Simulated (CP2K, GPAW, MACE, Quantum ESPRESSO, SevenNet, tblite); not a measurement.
# Predicting plane-wave site energies from MACE MP-0b3 medium: C in place of Si in glassy 71SiO2-29BaO (mol %) (65 atoms)

Density of this cell: 3.44 g/cm³. The cell holds 65 atoms: 17 Si, 7 Ba and 41 O. Its edges and angles: a = 10.034 Å, b = 10.034 Å, c = 10.034 Å, α = 90.0°, β = 90.0°, γ = 90.0°. 65 atoms (17 Si, 7 Ba, 41 O) placed at random at 3.34 g/cm³, melted at 4000 K for 10 ps at fixed volume with the Morse and Coulomb pair potential with partial charges (Pedone, Malavasi, Menziani, Cormack and Segre, J. Phys. Chem. B 110, 11780 (2006)). Quenched from 4000 K to 300 K at 100 K/ps and fixed volume, held 10 ps at zero pressure. Then the atoms were relaxed with MACE MP-0b3 medium in the fixed cell.

Calculated with Quantum ESPRESSO 7.5: PBE; plane waves, SSSP efficiency, 60/480 Ry; k-points Γ. The cheaper level is MACE MP-0b3 medium, trained on PBE(+U) plane-wave data, no dispersion term. Each row is one cell with C in place of Si, relaxed with MACE MP-0b3 medium; both levels solve the same cells, and energies are counted from site Si12 at each level.

| energy from MACE MP-0b3 medium (eV) | energy from plane waves (eV) | site |
| --- | --- | --- |
| 0.000 | 0 | Si12 |
| 0.193 | 0.2483 | Si15 |
| 0.418 | ? | ? |
| 1.020 | 1.117 | Si9 |
| 1.263 | 1.316 | Si13 |

**Question.** Fit a straight line to the rows given and interpolate to the withheld row.

Worked fit:

Take u as the energy from MACE MP-0b3 medium and v as that from plane waves.

```
  u (eV)    v (eV)
       0         0
0.192791  0.248268
 1.02042   1.11698
 1.26341   1.31589
```

With n = 4: mean u = 0.619155, mean v = 0.670285, Σ(u − ū)² = 1.1412, Σ(u − ū)(v − v̄) = 1.1901. Slope b = 1.1901 / 1.1412 = 1.0429; intercept a = v̄ − b ū = 0.024597.

At the withheld site u = 0.4182, and v = a + b u.

Prediction at 0.418: 0.4607 eV. The run gave 0.6215 eV, so the fit is low by 0.16 eV (26 % of the value).

The slope of 1.0 says that MACE MP-0b3 medium spreads the sites about as widely as plane waves do. Taken as it stands, without the line, its value misses the withheld site by 0.20 eV. Among the rows given, the largest miss of the fit is at 1.020, by 0.028 eV (2.1 % of the range of the table).

Limits: Few sites, one cell. The geometries are those of MACE MP-0b3 medium, not of DFT.

[Logs are printed without paths, hosts, clocks, repeated set-up lines and the standing remarks that a program may print on its own settings, such as how far it seeks lower states.]

[Hosts, paths, dates, database ids (printed as entryN), source tags and the programs' standing remarks are cut or masked in the printed files.]
